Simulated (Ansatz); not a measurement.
# Sr on Pt(111): change of the work function, part 3 of 4

How does Sr on the fcc site change the work function of Pt(111) as the layer fills?

Ansatz 0.2.0; plane-wave DFT, LDA, Ansatz PAW (the session's first sound run).

So far, work function, upper face (eV): step 2 (the clean slab) 6.02; step 3 (37 atoms, coverage 0.111 ML, cell 3x3) 2.63.

## 4. Adsorbate added, k-mesh 6×6×1, coverage 0.25 ML

System of this step: Sr/Pt(111). The cell holds 17 atoms: 16 Pt and 1 Sr. Cell: a = 5.544 Å, b = 5.544 Å, c = 27.789 Å, α = 90.0°, β = 90.0°, γ = 60.0°. Vacuum lies along c.

Another coverage, to see how the dipoles act on each other as their distance changes.

input.yaml

```yaml
crystal:
  lattice:
    - [5.5437171645, 1.0e-10, 0.0]
    - [2.7718585822, 4.8009998959, 0.0]
    - [0.0, 0.0, 27.788718791]
  atoms:
    - { symbol: Pt, position: [0.0, 0.0, 0.3238724343] }
    - { symbol: Pt, position: [0.1666666667, 0.1666666667, 0.4053160256] }
    - { symbol: Pt, position: [0.3333333333, 0.3333333333, 0.4846691231] }
    - { symbol: Pt, position: [0.0, 0.0, 0.5651065766] }
    - { symbol: Pt, position: [0.0, 0.5, 0.3238724343] }
    - { symbol: Pt, position: [0.1666666667, 0.6666666667, 0.4053160256] }
    - { symbol: Pt, position: [0.3333333333, 0.8333333333, 0.4846691231] }
    - { symbol: Pt, position: [0.0, 0.5, 0.5651065766] }
    - { symbol: Pt, position: [0.5, 0.0, 0.3238724343] }
    - { symbol: Pt, position: [0.6666666667, 0.1666666667, 0.4053160256] }
    - { symbol: Pt, position: [0.8333333333, 0.3333333333, 0.4846691231] }
    - { symbol: Pt, position: [0.5, 0.0, 0.5651065766] }
    - { symbol: Pt, position: [0.5, 0.5, 0.3238724343] }
    - { symbol: Pt, position: [0.6666666667, 0.6666666667, 0.4053160256] }
    - { symbol: Pt, position: [0.8333333333, 0.8333333333, 0.4846691231] }
    - { symbol: Pt, position: [0.5, 0.5, 0.5651065766] }
    - { symbol: Sr, position: [0.1666666667, 0.1666666667, 0.6761275657] }
kpoints:
  mp_grid: { grid: [6, 6, 1] }
hamiltonian:
  xc: lda
scf:
  occupations: { method: fermi_dirac, width: 0.1 }
  convergence: { dr2_threshold: 1.0e-08 }
efield:
  axis: 3
  dipole_correction: true
  ramp_position: 0.97
  ramp_width: 0.06
relax:
  f_tol: 0.02
  max_steps: 60
  constraints: [{ sites: [0, 1, 4, 5, 8, 9, 12, 13] }]
output:
  bader: true
  dos: { projected: true, e_range: [-8, 4] }
  write_potential: true
  write_density: true
  volumetric_format: npy
  elf: true
```

Started as:

```
ansatz run input.yaml --threads 4 --pin off --max-ram 12288MiB --backend cpu --events-out ev --progress --plain --runs-dir out
```

Numbers of over 12 decimals in the logs are rounded to 6 here.

What it wrote:

```text
[...]
Crystal: 17 atoms, lattice volume = 739.607 Å³
Basis set: ecut = 420 eV, 14469 PW (Γ)
Bands: 179, of which v1, the nominal top of the filled ones, is band 149 counted from 1 (148 counted from 0)
Symmetry: 6 space group operations
[...]
k-points: 7 of 36 (time reversal used)
[...]
SCF iter   1: F=—  HF=-199359.501224 eV  |F-HF|=—  |Δ(HF+E_count)|=         —  Δρ=8.92e-3  dr2=6.08e0  ethr=1.77e-3  p=0.456 e·Å  D=1.12e-1 V/Å  ΔV_dip=-3.10 eV  dr2_dipole=1.53e-1  V_vac-E_F(+/−)=2.38/5.48 eV  ⟨swp⟩=9.3  Hψ=5768  notcnv=0  defer=23
[...]
SCF iter  13: F=-199359.336119 eV  HF=-199359.336119 eV  |F-HF|=3.29e-9  |Δ(HF+E_count)|=   1.98e-9  Δρ=4.74e-7  dr2=5.51e-9  ethr=3.36e-12  p=0.453 e·Å  D=1.11e-1 V/Å  ΔV_dip=-3.08 eV  dr2_dipole=2.69e-12  V_vac-E_F(+/−)=2.94/6.02 eV  ⟨swp⟩=17.4  Hψ=10015  notcnv=0
SCF 1 converged in 13 iterations: F = -199359.336119 eV  dr2 = 5.51e-9
[...]
relax step   1: F+E_penalty+E_count = -199359.33611939 eV  Δ(F+E_penalty+E_count) = +0.000e0 eV  max|allowed force component| = 2.067e0 eV/Å  Δτ_max = 0.0000 Å  (13 SCF iters, accepted)
[...]
SCF iter  12: F=-199359.824098 eV  HF=-199359.824098 eV  |F-HF|=3.43e-9  |Δ(HF+E_count)|=   2.74e-9  Δρ=4.46e-7  dr2=4.19e-9  ethr=3.36e-12  p=0.481 e·Å  D=1.18e-1 V/Å  ΔV_dip=-3.27 eV  dr2_dipole=2.72e-10  V_vac-E_F(+/−)=2.76/6.03 eV  ⟨swp⟩=16.0  Hψ=9420  notcnv=0
SCF 2 converged in 12 iterations: F = -199359.824098 eV  dr2 = 4.19e-9
[...]
relax step   2: F+E_penalty+E_count = -199359.82409824 eV  Δ(F+E_penalty+E_count) = -4.880e-1 eV  max|allowed force component| = 2.039e0 eV/Å  Δτ_max = 0.1949 Å  (12 SCF iters, accepted)
SCF iter   1: F=—  HF=-199360.251680 eV  |F-HF|=—  |Δ(HF+E_count)|=         —  Δρ=3.30e-3  dr2=4.34e-1  ethr=1.18e-3  p=0.481 e·Å  D=1.18e-1 V/Å  ΔV_dip=-3.27 eV  dr2_dipole=3.33e-4  V_vac-E_F(+/−)=2.78/6.05 eV  ⟨swp⟩=7.1  Hψ=3540  notcnv=0  defer=52
[...]
SCF iter  13: F=-199360.233072 eV  HF=-199360.233072 eV  |F-HF|=2.79e-9  |Δ(HF+E_count)|=   1.22e-9  Δρ=3.26e-7  dr2=2.75e-9  ethr=3.36e-12  p=0.516 e·Å  D=1.26e-1 V/Å  ΔV_dip=-3.51 eV  dr2_dipole=2.26e-10  V_vac-E_F(+/−)=2.53/6.04 eV  ⟨swp⟩=9.4  Hψ=7915  notcnv=0
SCF 3 converged in 13 iterations: F = -199360.233072 eV  dr2 = 2.75e-9
relax step   3: F+E_penalty+E_count = -199360.23307158 eV  Δ(F+E_penalty+E_count) = -4.090e-1 eV  max|allowed force component| = 1.603e0 eV/Å  Δτ_max = 0.1933 Å  (13 SCF iters, accepted)
[...]
relax step   4: F+E_penalty+E_count = -199360.47676343 eV  Δ(F+E_penalty+E_count) = -2.437e-1 eV  max|allowed force component| = 5.974e-1 eV/Å  Δτ_max = 0.1971 Å  (13 SCF iters, accepted)
[...]
relax step   5: F+E_penalty+E_count = -199360.52631201 eV  Δ(F+E_penalty+E_count) = -4.955e-2 eV  max|allowed force component| = 2.281e-1 eV/Å  Δτ_max = 0.1276 Å  (13 SCF iters, accepted)
[...]
relax step   6: F+E_penalty+E_count = -199360.53347142 eV  Δ(F+E_penalty+E_count) = -7.159e-3 eV  max|allowed force component| = 3.304e-2 eV/Å  Δτ_max = 0.0359 Å  (10 SCF iters, accepted)
SCF iter   1: F=—  HF=-199360.532440 eV  |F-HF|=—  |Δ(HF+E_count)|=         —  Δρ=1.01e-4  dr2=3.34e-4  ethr=2.00e-6  p=0.571 e·Å  D=1.40e-1 V/Å  ΔV_dip=-3.89 eV  dr2_dipole=7.01e-5  V_vac-E_F(+/−)=2.15/6.04 eV  ⟨swp⟩=2.0  Hψ=1875  notcnv=0
[...]
SCF iter   8: F=-199360.533565 eV  HF=-199360.533565 eV  |F-HF|=1.51e-9  |Δ(HF+E_count)|=  5.53e-10  Δρ=3.58e-7  dr2=2.36e-9  ethr=3.36e-12  p=0.572 e·Å  D=1.40e-1 V/Å  ΔV_dip=-3.89 eV  dr2_dipole=1.79e-10  V_vac-E_F(+/−)=2.14/6.03 eV  ⟨swp⟩=13.3  Hψ=9250  notcnv=0
SCF 7 converged in 8 iterations: F = -199360.533565 eV  dr2 = 2.36e-9
relax step   7: F+E_penalty+E_count = -199360.53356470 eV  Δ(F+E_penalty+E_count) = -9.328e-5 eV  max|allowed force component| = 2.592e-3 eV/Å  Δτ_max = 0.0038 Å  (8 SCF iters, accepted)
[...]
SCF converged after 8 iterations
Free energy (F): -199360.533565 eV
[...]
Internal energy: -199359.692817 eV  (E = F + TS)
E sigma→0 (E₀):  -199360.113191 eV
Entropy (-TS):   -0.840747 eV (-49.456 meV/atom)
Fermi energy:    5.403671 eV
Dipole field:    D = 0.140001 V/Å  (p = 0.572229 e·Å, saw-weighted, corrected)
Work function:   Φ+ = 2.1445 eV   Φ− = 6.0350 eV
[...]
--- Forces (eV/Å), atoms counted from 1 ---
  atom   1  Pt     0.00655643     0.00378536     0.16886313
  atom   2  Pt     0.00000000     0.00000000    -0.06861498
  atom   3  Pt    -0.00025045    -0.00014460    -0.00056755
  atom   4  Pt    -0.00027293    -0.00015758     0.00223706
  atom   5  Pt     0.00000000    -0.00757072     0.16886313
  atom   6  Pt     0.08021214    -0.04631050    -0.22475642
  atom   7  Pt    -0.00000000     0.00028920    -0.00056755
  atom   8  Pt    -0.00000000     0.00031515     0.00223706
  atom   9  Pt    -0.00655643     0.00378536     0.16886313
  atom  10  Pt    -0.00000000     0.09262100    -0.22475642
  atom  11  Pt     0.00025045    -0.00014460    -0.00056755
  atom  12  Pt     0.00027293    -0.00015758     0.00223706
  atom  13  Pt     0.00000000    -0.00000000     0.23593528
  atom  14  Pt    -0.08021214    -0.04631050    -0.22475642
  atom  15  Pt    -0.00000000     0.00000000     0.00042345
  atom  16  Pt     0.00000000     0.00000000    -0.00232620
  atom  17  Sr     0.00000000     0.00000000    -0.00259212
  max |Σ_I F_I| component: 1.54e-4 eV/Å
--- Band table (eV; the first three rows and the last of 7) ---
  k-point 0: bands = [... 145 lower, 5.6741, 5.6741, 5.8257, 5.8257, 5.8497, 5.9464, 5.9784, 5.9784, ... 26 higher]
  k-point 1: bands = [... 145 lower, 5.3762, 5.4414, 5.4776, 5.4778, 5.5761, 5.6708, 5.6893, 5.7213, ... 26 higher]
  k-point 2: bands = [... 145 lower, 4.9784, 4.9886, 5.3494, 5.3548, 5.4107, 5.4935, 5.6541, 5.6892, ... 26 higher]
  k-point 6: bands = [... 145 lower, 4.9389, 4.9632, 4.9644, 5.0082, 5.0719, 5.1184, 5.1196, 5.1482, ... 26 higher]
--- Relaxed structure (7 steps of the walk, 7 accepted, 0 SCFs on fresh bases) ---
  F+E_penalty+E_count = -199360.53356470 eV   max|allowed force component| = 2.592e-3 eV/Å
  atoms:
    - { symbol: Pt, position: [-1.7959490104491818e-17, -1.795949010449182e-17, 0.3238724343] }
    - { symbol: Pt, position: [0.166667, 0.166667, 0.405316] }
    - { symbol: Pt, position: [0.333935, 0.333935, 0.485738] }
    - { symbol: Pt, position: [-0.00318777, -0.00318777, 0.566435] }
    - { symbol: Pt, position: [0.0, 0.5, 0.3238724343] }
    - { symbol: Pt, position: [0.166667, 0.666667, 0.405316] }
    - { symbol: Pt, position: [0.333935, 0.832130, 0.485738] }
    - { symbol: Pt, position: [-0.00318777, 0.506376, 0.566435] }
    - { symbol: Pt, position: [0.500000, -1.7959490104895715e-17, 0.3238724343] }
    - { symbol: Pt, position: [0.666667, 0.166667, 0.405316] }
    - { symbol: Pt, position: [0.832130, 0.333935, 0.485738] }
    - { symbol: Pt, position: [0.506376, -0.00318777, 0.566435] }
    - { symbol: Pt, position: [0.500000, 0.5, 0.3238724343] }
    - { symbol: Pt, position: [0.666667, 0.666667, 0.405316] }
    - { symbol: Pt, position: [0.833333, 0.833333, 0.483859] }
    - { symbol: Pt, position: [0.500000, 0.5, 0.569514] }
    - { symbol: Sr, position: [0.166667, 0.166667, 0.649904] }
--- Bader charges: 17 sites ---
  site symbol  charge [e]  shift [e]
     0     Pt     -0.0477     0.0000
     1     Pt      0.0477     0.0000
     2     Pt      0.0262     0.0000
     3     Pt     -0.3125     0.0000
     4     Pt     -0.0477     0.0000
     5     Pt      0.0478     0.0000
     6     Pt      0.0262     0.0000
     7     Pt     -0.3126     0.0000
     8     Pt     -0.0477     0.0000
     9     Pt      0.0478     0.0000
    10     Pt      0.0262     0.0000
    11     Pt     -0.3125     0.0000
    12     Pt     -0.0452     0.0000
    13     Pt      0.0477     0.0000
    14     Pt      0.0149     0.0000
    15     Pt     -0.2640     0.0000
    16     Sr      1.1053     0.0001
  estimated error of the sums over rays = 3.9e-4 e
```

It took 5 min on 4 threads of Arm Neoverse V1, shared host; peak memory 3 GiB; 20 min of CPU time.

Relaxation path:

```csv
step,energy less that of the first step (eV),largest force component (eV/Å)
1,0.0000,2.0669
2,-0.4880,2.0387
3,-0.8970,1.6033
4,-1.1406,0.5974
5,-1.1902,0.2281
6,-1.1974,0.0330
7,-1.1974,0.0026
```

Forces are held to the 6 operations that the run works with; a distortion that breaks them can't arise in this run.

The atoms that moved most (Å):

```csv
atom,dx,dy,dz,length
Sr17,0.000,0.000,-0.729,0.729
Pt16,0.000,0.000,0.122,0.122
Pt12,0.027,-0.015,0.037,0.048
Pt4,-0.027,-0.015,0.037,0.048
Pt8,0.000,0.031,0.037,0.048
Pt3,0.005,0.003,0.030,0.030
Pt7,0.000,-0.006,0.030,0.030
Pt11,-0.005,0.003,0.030,0.030
```

The relaxed structure:

```cif
data_structure
_symmetry_space_group_name_H-M 'P 1'
_symmetry_Int_Tables_number 1
_cell_length_a 5.5437
_cell_length_b 5.5437
_cell_length_c 27.7887
_cell_angle_alpha 90.000
_cell_angle_beta 90.000
_cell_angle_gamma 60.000
_cell_volume 739.61
loop_
_atom_site_label
_atom_site_type_symbol
_atom_site_fract_x
_atom_site_fract_y
_atom_site_fract_z
_atom_site_occupancy
Pt1 Pt 0.00000 0.00000 0.32387 1
Pt2 Pt 0.16667 0.16667 0.40532 1
Pt3 Pt 0.33394 0.33394 0.48574 1
Pt4 Pt 0.99681 0.99681 0.56644 1
Pt5 Pt 0.00000 0.50000 0.32387 1
Pt6 Pt 0.16667 0.66667 0.40532 1
Pt7 Pt 0.33394 0.83213 0.48574 1
Pt8 Pt 0.99681 0.50638 0.56644 1
Pt9 Pt 0.50000 0.00000 0.32387 1
Pt10 Pt 0.66667 0.16667 0.40532 1
Pt11 Pt 0.83213 0.33394 0.48574 1
Pt12 Pt 0.50638 0.99681 0.56644 1
Pt13 Pt 0.50000 0.50000 0.32387 1
Pt14 Pt 0.66667 0.66667 0.40532 1
Pt15 Pt 0.83333 0.83333 0.48386 1
Pt16 Pt 0.50000 0.50000 0.56951 1
Sr17 Sr 0.16667 0.16667 0.64990 1
```

Numbers from this step:

```yaml
energy_at_zero_smearing: -199360.1132 eV
work_function_upper_face: 2.145 eV
work_function_lower_face: 6.035 eV
dipole_along_the_normal: 0.5722 e·Å
step_between_the_vacuum_levels: -3.890 eV
```

Running mean over 2.263 Å of the planar mean; the ramp of the sawtooth is left out. Table of electron's electrostatic potential energy less the Fermi level by z:

```csv
z (Å),electron's electrostatic potential energy less the Fermi level (eV)
4,6.03
5,6.03
6,5.98
7,4.95
8,-4.70
9,-11.4
10,-11.9
11,-12.0
12,-12.5
13,-12.3
14,-11.9
15,-11.8
16,-11.4
17,-5.64
18,-2.24
19,-1.45
20,1.38
21,1.95
22,2.10
23,2.13
24,2.14
```

The density of states has structure finer than the step of the table below, so its rows give means over 0.25 eV, whole bins alone (the curve runs from -8 to 1.98 eV). Peaks (eV: height): -4.960: 45.3, -3.520: 67.6, -3.400: 53.2, -3.310: 60.6, -3.100: 54.2, -0.600: 67.6, -0.480: 49.2.

The density of states by energy, zero at the Fermi level; means over each step:

```csv
energy (eV),density of states (states/eV a cell)
-7.75,2.44
-7.50,2.68
-7.25,2.81
-7.00,9.11
-6.75,12.5
-6.50,13.5
-6.25,18.1
-6.00,22.3
-5.75,21.3
-5.50,16.3
-5.25,12.5
-5.00,23.4
-4.75,16.4
-4.50,20.0
-4.25,17.3
-4.00,22.6
-3.75,30.2
-3.50,40.6
-3.25,35.3
-3.00,27.8
-2.75,20.5
-2.50,17.6
-2.25,27.1
-2.00,20.8
-1.75,17.5
-1.50,24.5
-1.25,27.9
-1.00,23.7
-0.75,19.8
-0.50,31.0
-0.25,28.5
0.00,28.5
0.25,15.6
0.50,12.9
0.75,5.93
1.00,5.01
1.25,4.78
1.50,9.67
1.75,8.92
```

Projected DOS per atom over height of the atomic layer and energy from the Fermi level. Layers: Pt4 Pt4 Pt4 Pt4 Sr from below.

Ten even steps from '0' (0.01 states/eV) to '9' (2.46 states/eV), each cell a mean:
```
11111
00000
10012
33322
68741
75550
64460
84570
63451
65571
72360
97790
68890
45550
35540
44440
34430
46640
15520
13310
01100
00000
```
Columns: height of the atomic layer (Å) from 9 to 18.1; rows upwards: energy from the Fermi level (eV) from -7.96 to 1.95.

Valence density in the ca plane at fractional y = 0.167, with atoms of Pt and Sr within 0.2 Å of it. It is the smooth field of the valence electrons, not physical close to the nuclei.

Ten steps, logarithmic in the rise over the least value, from '0' (0 e/Å³) to '9' (10 e/Å³), each cell a mean:
```
66432333323466533456532122210000000000000000
65432333323466533456532110000000000000000000
44333566533345432344432100000000000000000000
33334799753333322233321100000000000000000000
22235899853222221222221000000000000000000000
33235899853233222223221000000000000000000000
44333677643334322344321100000000000000000000
55432344333455433455532100000000000000000000
66432233223466533456532111100000000000000000
55432344433455433345432234321000000000000000
43334678643344322233322356652100000000000000
32235899853233221222222566663100000000000000
22235899853222221222223566664100000000000000
33334799753333322233322466653100000000000000
54333466533344432344432345531000000000000000
```
Columns run along c (16.0 Å, from fractional 0.32 to 0.90 of the cell), rows up along a (5.5 Å). Atoms in or near the plane, at fractional coordinates: Pt at (0.41, 0.17), Pt at (0.41, 0.67), Sr at (0.65, 0.17).

Electrostatic potential energy in the ca plane at fractional y = 0.167, with atoms of Pt and Sr within 0.2 Å of it. With pseudopotentials it is smooth inside the atoms' cores, unlike the true potential.

Values in eV, 8 rows by 16 columns, each cell a mean:
```
-19   5   2   5 -16  -5  -8 -10   6   3   5   8   8   9   9   9
 -2   0 -33  -3  -2   3   2   1   9   8   8   8   8   9   9   9
  6 -10 -65 -19   6   8   8   8   9   9   8   8   9   9   9   9
 -2  -1 -36  -4   0   4   2   1   9   8   8   8   9   9   9   9
-19   5   2   5 -16  -5  -8 -10   6   3   6   8   8   9   9   9
 -2   0 -33  -3  -2   3   3   1  -6 -33   0   7   8   9   9   9
  6 -10 -65 -19   6   8   8   7 -25 -65  -8   7   8   9   9   9
 -2  -1 -36  -4   0   4   3   1  -8 -37  -1   7   8   9   9   9
```
Columns run along c (16.0 Å, from fractional 0.32 to 0.90 of the cell; values clipped at the 3rd and 97th percentile), rows up along a (5.5 Å). Atoms in or near the plane, at fractional coordinates: Pt at (0.41, 0.17), Pt at (0.41, 0.67), Sr at (0.65, 0.17).

ELF in the ca plane at fractional y = 0.167, with atoms of Pt and Sr within 0.2 Å of it. It is the smooth field of the valence electrons, not physical close to the nuclei.

Ten even steps from '0' (0.00) to '9' (0.85), each cell a mean:
```
44322233222354433344443113431001222110000000
44322233222354433344433210000011211100000000
33322355433333322333333210000011111000000000
32223677633223221223332221100111110000000000
32223777742222211223332211111111110000000000
32223677642222211223332211111111110000000000
33223566533233322233333221000111111000000000
44322333322344333344433310000011111100000000
55322233222455433344443211110001221100000000
44322333322344322334432247763101222110000000
33223566533333322223331599996201122210000000
32223677642222211223322784698311122211000000
32223777742222211223322882498311122211000000
32223677632223221223321698897311122210000000
33322344433333322333332379984101222210000000
```
Columns run along c (16.0 Å, from fractional 0.32 to 0.90 of the cell), rows up along a (5.5 Å). Atoms in or near the plane, at fractional coordinates: Pt at (0.41, 0.17), Pt at (0.41, 0.67), Sr at (0.65, 0.17).

The relaxation took 7 steps and lowered the energy by 1.2 eV; the largest force on the free atoms ends at 0.0026 eV/Å.

By hand: a sheet of dipoles makes a step −p/(ε₀A) in the electron's potential. With e/ε₀ = 180.95 V·Å, p = 0.5722 e·Å and A = 26.62 Å², that is −180.95 × (0.5722) / 26.62 = -3.890 eV, and the two vacuum levels of the run differ by -3.890 eV.

The covered face has 2.14 eV, -3.87 eV against the clean one; the bare back face has moved by +0.01 eV, a measure of how thin the slab is.

## 5. Work function against coverage

This step: plane-wave DFT, LDA, Ansatz PAW; work function against coverage (Ansatz 0.2.0).

The runs are now put side by side.

Numbers from this step:

- work function of the clean face: 6.016 eV
- largest change of the work function: -3.871 eV

Work function of the covered face against coverage:

```csv
coverage (adsorbates/nm²),work function of the covered face (eV)
0.00,6.02
1.67,2.63
3.76,2.14
```

The dipole per adsorbate comes from the change of the cell's dipole. Coverage, by row:

```csv
coverage (1/nm²),coverage (ML),work function (eV),change (eV),"dipole per adsorbate, positive end outwards (debye)",mean height of the added atoms over the highest substrate atom (Å)
1.67,0.1111,2.634,-3.382,5.335,2.301
3.757,0.25,2.145,-3.871,2.741,2.234
```

(Continued in part 4 of 4.)

[Logs are printed without paths, hosts, clocks, repeated set-up lines and the standing remarks that a program may print on its own settings, such as how far it seeks lower states.]

[Hosts, paths, dates, database ids (printed as entryN), source tags and the programs' standing remarks are cut or masked in the printed files.]

[Maps of the electrostatic potential energy from Ansatz leave out the sawtooth potential of an applied field or a dipole correction, so their vacuum need not be flat; planar profiles and work functions include it.]

[The density of states shown here was stored with 400 of the rows of the run's finer table, so its peaks can read low, often by over a quarter, or be missed, and its means over a window can be off by a tenth or more.]
